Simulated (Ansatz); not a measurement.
# Phonon transport in RaF2 (Fm-3m), part 3 of 3

Wanted: κ(T), lifetimes and mean free paths for RaF2.

Ansatz 0.2.0; DFT PBE, scalar-relativistic, plane waves, PseudoDojo norm-conserving pseudopotentials.

So far, highest frequency (cm⁻¹): step 5 (stability check by linear response) 310.

The database entry behind the starting cell is an old determination (1936), so it need not match the best structure at ambient conditions.

## (6) Third-order constants and the Boltzmann equation

The supercell must be wider than twice the pair cutoff, and the number of displaced cells grows with the pairs inside it, which is where the cost lies.

Contents of input.yaml:

```yaml
crystal:
  lattice:
    - [0.0, 3.184, 3.184]
    - [3.184, 0.0, 3.184]
    - [3.184, 3.184, 0.0]
  atoms:
    - { symbol: Ra, position: [0.0, 0.0, 0.0] }
    - { symbol: F, position: [0.25, 0.25, 0.25] }
    - { symbol: F, position: [0.75, 0.75, 0.75] }
kpoints:
  mp_grid: { grid: [6, 6, 6] }
hamiltonian:
  xc: pbe
  pseudopotentials: { kind: nc, accuracy: standard }
scf:
  occupations: { method: fixed }
  lower_state_search: "off"
output:
  eigenvalues: true
phonons:
  method: fd
  dielectric: true
  qmesh: [6, 6, 6]
  temperatures: { t_max: 400, t_step: 50 }
  qpath:
    path:
      - [[0.0, 0.0, 0.0], [0.5, 0.0, 0.5], [0.5, 0.25, 0.75], [0.375, 0.375, 0.75], [0.0, 0.0, 0.0], [0.5, 0.5, 0.5], [0.625, 0.25, 0.625], [0.5, 0.25, 0.75], [0.5, 0.5, 0.5], [0.375, 0.375, 0.75]]
      - [[0.625, 0.25, 0.625], [0.5, 0.0, 0.5]]
    npoints: 10
  third_order: { supercell: [3, 3, 3], pair_cutoff: 4.653 }
  lattice_thermal_conductivity:
    qmesh: [17, 17, 17]
    temperatures: [50.0, 100.0, 150.0, 200.0, 300.0, 400.0, 500.0, 600.0, 800.0]
    isotope_mass_variance: [{ species: F, variance: 0.0 }, { species: Ra, variance: 0.0 }]
```

Launch:

```bash
$ ansatz run input.yaml --threads 18 --pin off --max-ram 92160MiB --backend cuda --events-out ev --progress --plain --runs-dir out
```

Numbers of over 12 decimals in the logs are rounded to 6 here.

Log:

```text
[...]
Warning: phonons.dielectric: true without phonons.rigid_motions: the static dielectric tensor ε⁰ will be withheld (ε∞, Z* and the rows of modes are given); for a crystal or a slab, whose only rigid motions are the translations, set phonons.rigid_motions: translations
[...]
Crystal: 18 atoms, lattice volume = 387.347 Å³
Basis set: ecut = 1142.878222 eV, 34107 PW (Γ), FFT grids on a1, −a1+a2+a3, −a1+a3, exchange–correlation on 100×250×180 points (8 copies of the dense FFT grid, shifted against one another)
Bands: 123, of which v1, the nominal top of the filled ones, is band 102 counted from 1 (101 counted from 0)
Symmetry: 24 space group operations
k-points: 16 of 36
[...]
SCF iter   1: F=—  HF=-31219.485969 eV  |F-HF|=—  |Δ(HF+E_count)|=         —  Δρ=1.86e-7  dr2=6.02e-11  ethr=1.00e-12  ⟨swp⟩=3.0  Hψ=4956  notcnv=0
[...]
SCF iter   2: F=-31219.485969 eV  HF=-31219.485969 eV  |F-HF|=1.46e-11  |Δ(HF+E_count)|=  1.46e-11  Δρ=9.06e-8  dr2=1.12e-11  ethr=1.00e-12  ⟨swp⟩=6.6  Hψ=8269  notcnv=0
SCF 1 converged in 2 iterations: F = -31219.485969 eV  dr2 = 1.12e-11
[...]
Crystal: 3 atoms, lattice volume = 64.558 Å³
Basis set: ecut = 1142.878222 eV, 5769 PW (Γ), exchange–correlation on 100×100×100 points (8 copies of the dense FFT grid, shifted against one another)
Bands: 21, of which v1, the nominal top of the filled ones, is band 17 counted from 1 (16 counted from 0)
Symmetry: 48 space group operations
k-points: 30 of 216 (irreducible under 8 space group operations, time reversal used)
[...]
iter 1 solved again at ethr=1.55e-6 eV; its pass at ethr=3.10e-3 eV (dr2=5.28e-4 eV) is discarded
SCF iter   1: F=—  HF=-5203.247628 eV  |F-HF|=—  |Δ(HF+E_count)|=         —  Δρ=5.04e-6  dr2=5.98e-9  ethr=1.55e-6  ⟨swp⟩=7.0  Hψ=6035  notcnv=0  defer=58
eigensolver tolerance schedule: the retry pair's looser diagonalisation over-reported the residual by 88410.23 of it (diagonalisation noise at an unbounded share of the residual, at the tolerance the schedule requests for it); recorded, not acted on — ethr = c·dr2/N_el stays at c = 1.0e-1
[...]
SCF iter   2: F=—  HF=-5203.247661 eV  |F-HF|=—  |Δ(HF+E_count)|=   3.31e-5  Δρ=5.79e-6  dr2=1.11e-8  ethr=1.76e-11  ⟨swp⟩=7.3  Hψ=3220  notcnv=0  defer=58
[...]
SCF iter   6: F=-5203.247661 eV  HF=-5203.247661 eV  |F-HF|=4.00e-11  |Δ(HF+E_count)|=  1.09e-11  Δρ=5.25e-7  dr2=6.00e-11  ethr=1.00e-12  ⟨swp⟩=21.8  Hψ=6243  notcnv=0
SCF 2 converged in 6 iterations: F = -5203.247661 eV  dr2 = 6.00e-11
[...]
SCF 3 converged in 9 iterations: F = -31219.485946 eV  dr2 = 2.43e-12
[...]
symmetry images taken by strict's conditions (phonons.symmetry_images: auto; settled by no image being taken that strict refuses)
  q = [0.0000, 0.0000, 0.0000] (star 1, supercell 1; hermiticity 3.09e-17, symmetrization 1.06e-5): -0.00 -0.00 0.00 166.95 166.95 166.95 229.03 229.03 229.03
[...]
joined force constants: q→R imaginary residual 6.41e-19
[...]
--- Third-order force constants: 65 member SCFs in a 3×3×3 supercell (pair cutoff 4.653 Å, amplitude 0.03 Å, SCF threshold 1.00e-9 eV, Σ member SCF iterations 552) ---
[...]
sum-rule residual: 6.279e-1 → 9.803e-15 eV/Å³; symmetrization residual: 4.670e-3 eV/Å³; largest sum-rule correction relative to its orbit: 1.799e-1, on the orbit of the block of home site 1 with site 1 of cell (-1, 0, 0) and site 1 of cell (-1, 0, 0), whose norm before the correction was 3.953e-1 eV/Å³
--- Lattice thermal conductivity: 17×17×17 mesh (165 irreducible points), tetrahedron method ---
  three-phonon and isotope scattering only; four-phonon, boundary and, in a metal, phonon-electron scattering are left out
  each conductivity is what the modes' populations carry and what the coherences between them add
  conductivity (a third of the tensor's trace), W/(m K), in the relaxation-time approximation and from the full solution:
       T (K)   relaxation time   full solution  iterations             ending  least Ritz value
       50.00          115.2995        119.1551           7          converged          7.265e-1
      100.00           29.2645         29.7665           7          converged          7.093e-1
      150.00           16.5899         16.8544           7          converged          7.020e-1
      200.00           11.7480         11.9318           7          converged          6.975e-1
      300.00            7.5418          7.6579           7          converged          6.927e-1
      400.00            5.6053          5.6908           7          converged          6.905e-1
      500.00            4.4824          4.5502           7          converged          6.893e-1
      600.00            3.7473          3.8035           7          converged          6.886e-1
      800.00            2.8423          2.8843           7          converged          6.879e-1
```

Elapsed: 7.3 min, on 1 × NVIDIA GB200 with 18 threads of Arm Neoverse V2, shared host; peak memory 6.7 GiB; 47 min of CPU time.

This step gave:

| Property | Result |
| --- | --- |
| zero-point energy | 0.09095 eV/cell |
| κ at 300 K (relaxation time) | 7.542 W/m/K |
| κ at 300 K (full solution) | 7.658 W/m/K |
| dipole term | run |
| mean free path at half of κ | 53.3 nm |
| share of κ above the three lowest branches | 0.084 |
| third-order blocks | 699 |
| periodic aliases dropped | 36 |
| largest relative sum-rule correction | 0.1799 |
| displaced cells, third order | 65 |

LO-TO term included. Phonon branches along the path, in cm⁻¹:

```tsv
point	branch 1	branch 2	branch 3	branch 4	branch 5	branch 6	branch 7	branch 8	branch 9
Γ	0	0	0	167	167	229	229	229	310
halfway	46	46	83	166	166	194	222	222	307
X	70	70	118	143	170	170	210	210	303
halfway	72	78	112	145	168	176	205	218	297
W	73	96	96	148	165	192	192	227	289
halfway	69	90	103	149	167	184	200	224	290
K	65	89	105	150	170	179	205	219	292
halfway	42	54	84	164	182	202	212	226	294
Γ	0	0	0	167	167	229	229	229	310
halfway	36	36	76	173	173	213	221	221	296
L	49	49	113	183	183	203	209	209	275
halfway	56	72	108	170	179	183	206	221	282
U	65	89	105	150	170	179	205	219	292
halfway	69	90	103	149	167	184	200	224	290
W	73	96	96	148	165	192	192	227	289
halfway	59	76	107	169	171	188	202	224	284
L	49	49	113	183	183	203	209	209	275
halfway	56	72	108	170	179	183	206	221	282
K	65	89	105	150	170	179	205	219	292
jump to U	65	89	105	150	170	179	205	219	292
halfway	68	76	115	144	170	172	209	213	300
X	70	70	118	143	170	170	210	210	303
```

The phonon branches as a text plot (rows in cm⁻¹):

```
    304 |***********          ********                         **
    291 |           **********        *      ********       ***
    278 |                              ******        *******
    265 |
    252 |
    239 |
    226 |*****      ***** *************     *** ******    ****
    213 |  *  ******     *   ***     *******   *      *****   ***
    200 |   *       ** *******          *** ****** ***  ** ***
    187 |    *       ***  ****          ******* *************
    174 |     * *****   ***   ***   ****   *****     *** ********
    161 |*******    ****   *********         ** *****       *
    149 |       ***********                    *****         ****
    136 |
    123 |       ***                                             *
    110 |      *   **   **              ****** **    ******** **
     97 |     *      ***  ***          *      *  ****        *
     84 |    *      *  ***   *               ****   *       ***
     71 |   *   ********** ** *       *     *  *******    **  ***
     58 |  *  **          ** * *     *     ****      *** *****
     45 |    *              *** *   *  ****            ***
     32 | ***                 **     **
     19 |**                     ** **
      6 |*                       ***
         Γ       X    W  K        Γ      L     U  W     L   K|U X
```

W/m/K. Kappa, by row:

```tsv
T (K)	RTA xx	RTA yy	RTA zz	full xx	full yy	full zz	coherence part xx	coherence part yy	coherence part zz	ending	iterations	least Ritz value
50	115.3	115.3	115.3	119.2	119.2	119.2	0.01107	0.01107	0.01107	converged	7	0.727
100	29.26	29.26	29.26	29.77	29.77	29.77	0.04505	0.04505	0.04505	converged	7	0.709
150	16.59	16.59	16.59	16.85	16.85	16.85	0.06408	0.06408	0.06408	converged	7	0.702
200	11.75	11.75	11.75	11.93	11.93	11.93	0.0757	0.0757	0.0757	converged	7	0.698
300	7.542	7.542	7.542	7.658	7.658	7.658	0.09096	0.09096	0.09096	converged	7	0.693
400	5.605	5.605	5.605	5.691	5.691	5.691	0.1019	0.1019	0.1019	converged	7	0.69
500	4.482	4.482	4.482	4.55	4.55	4.55	0.1107	0.1107	0.1107	converged	7	0.689
600	3.747	3.747	3.747	3.804	3.804	3.804	0.1182	0.1182	0.1182	converged	7	0.689
800	2.842	2.842	2.842	2.884	2.884	2.884	0.1309	0.1309	0.1309	converged	7	0.688
```

Lattice thermal conductivity against temperature:

```tsv
temperature (K)	RTA xx (W/m/K)	full xx (W/m/K)
50	115	119
100	29.3	29.8
150	16.6	16.9
200	11.8	11.9
300	7.54	7.66
400	5.61	5.69
500	4.48	4.55
600	3.75	3.80
800	2.84	2.88
```

The modes has structure finer than the step of the table below, so its rows give means over 10 cm⁻¹, whole bins alone (the curve runs from -10 to 329 cm⁻¹). Peaks (cm⁻¹: height): F 169.0: 0.121, 222.2: 0.109, 288.3: 0.0505; Ra 66.7: 0.0541, 105.0: 0.0551, 166.8: 0.00701.

Phonopy on the run's constants, 15x15x15 mesh, Gaussian sigma 2.4 cm⁻¹. Modes against wavenumber; means over each step; values in 1/cm⁻¹/cell:

```tsv
wavenumber (cm⁻¹)	F	Ra
0	1.4e-5	7.8e-5
10	1.2e-4	7.8e-4
20	4.9e-4	0.00323
30	0.00102	0.00758
40	0.00195	0.0175
50	0.00323	0.0392
60	0.00305	0.0505
70	0.00202	0.0432
80	0.00127	0.0259
90	9.7e-4	0.0222
100	0.00118	0.0401
110	6.8e-4	0.0316
120	2.1e-5	0.00219
130	2.5e-7	6.5e-7
140	0.00240	4.3e-6
150	0.0161	1.2e-4
160	0.0351	0.00157
170	0.102	0.00568
180	0.0679	0.00294
190	0.0432	0.00109
200	0.0423	4.2e-4
210	0.0589	4.1e-4
220	0.0891	3.1e-4
230	0.0299	7.6e-5
240	1.5e-5	0
250	0	0
260	0	0
270	7.7e-4	5.3e-6
280	0.0200	3.1e-4
290	0.0436	0.00107
300	0.0272	0.00147
310	0.00499	5.2e-4
320	1.2e-5	1.4e-6
```

Distinct triplets, nearest first. Third order norms, by row:

```tsv
sites	side 1 (Å)	side 2 (Å)	side 3 (Å)	norm of the 27 components (eV/Å³)
Ra-Ra-Ra	0	0	0	0
F-F-F	0	0	0	16.54
Ra-F-F	0	2.76	2.76	8.126
Ra-F-Ra	0	2.76	2.76	9.137
Ra-F-F	2.76	2.76	3.18	0.437
F-F-F	0	3.18	3.18	1.086
Ra-F-F	2.76	2.76	4.5	0.468
Ra-F-Ra	2.76	2.76	4.5	0.589
F-F-F	3.18	3.18	4.5	0.046
Ra-Ra-Ra	0	4.5	4.5	1.404
Ra-Ra-Ra	4.5	4.5	4.5	0.131
F-F-F	0	4.5	4.5	0.389
F-F-F	4.5	4.5	4.5	0.005
F-F-F	4.5	4.5	4.5	0.016
```

Born charge (rows field, columns displacement) (e), principal values of the symmetric part by kind of site:

```tsv
atom	atoms with these values	low	middle	high	mean
Ra1	1	2.63	2.63	2.63	2.63
F2	2	-1.32	-1.32	-1.32	-1.32
```

In full for F2:

```
-1.32  0.00  0.00
 0.00 -1.32  0.00
 0.00  0.00 -1.32
```

RTA, 300 K. Kappa by branch, by row:

```tsv
branch (by rank)	mean frequency (THz)	mean rms speed (km/s)	median lifetime (ps)	share of kappa
1	1.64	0.99	8	0.224
2	1.97	1.66	7.77	0.334
3	2.93	1.3	1.9	0.358
4	4.91	0.99	1.36	0.012
5	5.21	0.84	1.42	0.014
6	5.67	1.34	1.76	0.039
7	6.27	0.88	1.38	0.012
8	6.65	0.56	0.797	0.003
9	8.75	0.83	0.476	0.004
```

The spectral kappa at 300 K by frequency; read off at these points; values in W/m/K/THz:

```tsv
frequency (THz)	relaxation time (W/m/K/THz)	full solution (W/m/K/THz)
0.10	0	0
0.30	2.79	2.78
0.50	4.00	3.97
0.90	2.99	3
1.10	3.09	3.13
1.30	1.92	1.97
1.50	3.21	3.26
1.90	2.91	2.95
2.10	2.11	2.13
2.30	1.60	1.61
2.50	1.43	1.43
2.90	0.359	0.375
3.10	0.244	0.250
3.30	0.0587	0.0568
3.50	0.00414	0.00294
3.90	0	0
4.10	0	0
4.30	0.00152	0.00208
4.50	0.0281	0.0348
4.90	0.112	0.134
5.10	0.306	0.343
5.30	0.473	0.495
5.50	0.502	0.545
5.90	0.394	0.443
6.10	0.262	0.283
6.30	0.144	0.175
6.50	0.118	0.155
6.90	8.1e-4	0.00200
7.10	0	0
7.30	0	0
7.50	0	0
7.90	0	0
8.10	0	0
8.30	0.00108	2.3e-4
8.50	0.0231	0.0206
8.90	0.0485	0.0300
9.10	0.0270	0.0176
9.30	0.00366	0.00324
```

Relaxation-time solution. Table of share of κ carried by shorter paths by mean free path:

```tsv
mean free path (nm)	50 K	300 K	800 K
0.316	0	0.001	0.009
0.464	0	0.002	0.02
0.681	0	0.005	0.038
1	0	0.011	0.058
1.47	0	0.024	0.078
2.15	0	0.042	0.106
3.16	0	0.061	0.161
4.64	0	0.08	0.218
6.81	0	0.122	0.354
10	0.001	0.17	0.416
14.7	0.003	0.249	0.468
21.5	0.005	0.374	0.536
31.6	0.007	0.434	0.581
46.4	0.009	0.475	0.697
68.1	0.012	0.552	0.719
147	0.046	0.704	0.844
215	0.088	0.754	0.866
316	0.165	0.813	0.906
464	0.3	0.841	1
681	0.346	0.863	1
1000	0.411	0.957	1
1470	0.458	1	1
2150	0.549	1	1
3160	0.583	1	1
4640	0.665	1	1
6810	0.737	1	1
10000	0.753	1	1
14700	0.786	1	1
21500	0.853	1	1
31600	1	1	1
```

300 K; a sample spread over frequency. Mode lifetimes, by row, the first 40 of 90 rows:

```tsv
q1	q2	q3	branch	frequency (THz)	rms speed (km/s)	three-phonon rate (1/ps)	isotope rate (1/ps)	lifetime (ps)	mean free path (nm)
0	0	0.0588	1	0.28	1.73	0.00176	0	567	981
0	0.0588	-0.1176	2	0.726	1.84	0.0167	0	60.1	110
0	0.0588	0.2353	1	1	1.41	0.0266	0	37.6	53.1
0	0.1765	0.2353	2	1.185	1.75	0.0604	0	16.6	29
0	0.1176	0.2941	2	1.307	1.75	0.069	0	14.5	25.3
0.0588	0.2353	-0.1765	1	1.398	1.21	0.0923	0	10.8	13.1
0	0	0.4706	1	1.475	0.16	0.0705	0	14.2	2.29
0.0588	0.1765	0.3529	2	1.519	1.84	0.11	0	9.11	16.8
0	0.1765	-0.3529	1	1.591	0.8	0.139	0	7.21	5.73
0.0588	0.1765	-0.4118	1	1.641	0.74	0.127	0	7.89	5.83
0.0588	0.2941	0.4118	1	1.715	1.24	0.13	0	7.69	9.57
0	0.1176	-0.4118	2	1.784	1.87	0.125	0	8.03	15
0.1176	0.3529	-0.2353	1	1.845	1.1	0.146	0	6.84	7.5
0	0.3529	-0.3529	1	1.9	0.57	0.187	0	5.36	3.06
0.0588	0.3529	-0.4706	1	1.959	0.85	0.18	0	5.55	4.7
0.1176	0.4118	-0.4706	1	2.03	0.8	0.186	0	5.37	4.31
0	0.4706	0.4706	1	2.073	0.24	0.17	0	5.89	1.44
0.0588	0.4706	-0.4706	2	2.134	0.69	0.186	0	5.39	3.74
0	0.4118	-0.4706	2	2.245	1.22	0.205	0	4.88	5.98
0	0.2353	0.2353	3	2.378	2.61	0.0817	0	12.2	32
0	0.1765	0.2941	3	2.474	2.36	0.11	0	9.12	21.6
0	0.2353	0.2941	3	2.623	2.3	0.109	0	9.18	21.2
0.1176	0.2353	0.4118	3	2.783	1.63	0.176	0	5.68	9.24
0.0588	0.1765	0.4118	3	2.904	1.66	0.286	0	3.49	5.78
0	0.2941	0.3529	3	3.001	1.79	0.328	0	3.05	5.46
0.1765	0.3529	-0.4706	3	3.074	0.67	0.529	0	1.89	1.27
0	0.1765	-0.3529	3	3.138	1.04	0.658	0	1.52	1.58
0.0588	0.2353	-0.4706	3	3.186	0.5	0.804	0	1.24	0.625
0.0588	0.1765	-0.4706	3	3.258	0.64	1.01	0	0.988	0.635
0	0	0.4706	3	3.369	0.4	1.47	0	0.68	0.274
0.1176	0.4706	-0.3529	4	4.379	0.46	2.54	0	0.394	0.182
0.0588	0.4118	0.4706	4	4.567	1.87	2.33	0	0.43	0.804
0	0.3529	0.4118	4	4.755	2.27	1.32	0	0.757	1.72
0	0.2353	-0.4118	4	4.899	1.48	1.07	0	0.937	1.39
0.1765	0.4706	-0.2941	5	4.958	0.25	0.997	0	1	0.254
0.0588	0.1765	0.2353	4	4.977	0.16	0.544	0	1.84	0.295
0.0588	0.1176	0.1765	4	4.998	0.05	0.679	0	1.47	0.0672
0.1176	0.4118	-0.4118	5	5.007	0.31	0.874	0	1.14	0.36
0	0	0.0588	4	5.021	0.3	0.928	0	1.08	0.326
0.1176	0.2353	-0.4706	4	5.045	1.09	0.689	0	1.45	1.58
```

Without the LO-TO term. Gamma linewidths, by row:

```tsv
branch	frequency (cm⁻¹)	three-phonon rate (1/ps)	isotope rate (1/ps)	FWHM (cm⁻¹)
4	166.9	0.973	0	5.16
5	166.9	0.973	0	5.16
6	166.9	0.973	0	5.16
7	229	0.771	0	4.1
8	229	0.771	0	4.1
9	229	0.771	0	4.1
```

W/m/K, third of the trace; RTA populations with a boundary rate v/L added to each mode (Matthiessen's rule). Kappa by grain size, by row:

```tsv
T (K)	bulk	10 nm	30 nm	100 nm	300 nm	1000 nm	10000 nm	100000 nm
100	29.22	2.631	5.409	10.02	14.93	20.1	26.94	28.93
300	7.451	1.915	3.085	4.449	5.571	6.512	7.311	7.436
600	3.629	1.317	1.923	2.553	3.021	3.365	3.596	3.626
```

At 300 K the relaxation-time value is 7.54 W/(m K).

## (7) Summary of results

```yaml
highest_frequency: 310 cm⁻¹
debye_temperature_from_the_second_moment: 333 K
kappa_at_300_k_relaxation_time: 7.542 W/m/K
kappa_at_300_k_full_solution: 7.658 W/m/K
mean_free_path_at_half_of_kappa: 53.3 nm
share_of_kappa_above_the_three_lowest_branches: 0.084
```

In words: The lattice of RaF2 conducts 7.66 W/(m K) at 300 K by PBE (mean over directions, full solution). The full solution lies +2 % from the relaxation-time value at 300 K, so the relaxation-time approximation serves here. Above 300 K the relaxation-time κ falls as T^-0.99, near the 1/T law of three-phonon scattering. Grains of 100 nm would keep 60 % of the bulk value at 300 K, and grains of 1 µm 87 %. The sum rules changed one orbit of cubic constants by up to 18 %; by the manual a large change points to a short cutoff or, on a small and distant orbit, to noisy forces. Below 100 K the values hang on the q-mesh and, in a real crystal, on its size. The conductivities include the coherence part between close branches; the shares for grains, isotopes, branches and paths are of the relaxation-time populations alone. Cubic couplings among atoms farther apart than the pair cutoff are dropped, and neither the cutoff nor the q-mesh was shown to be converged here. The interpolation has no quadrupole term, so branches near the zone centre are less sure, since this crystal has sites that are not centres of inversion. The series or run stands on the volume of the database entry, not on this functional's own equilibrium cell.

[Logs are printed without paths, hosts, clocks, repeated set-up lines and the standing remarks that a program may print on its own settings, such as how far it seeks lower states.]

[Hosts, paths, dates, database ids (printed as entryN), source tags and the programs' standing remarks are cut or masked in the printed files.]

[A step with changed settings may run another functional than the one named; its input shows which.]
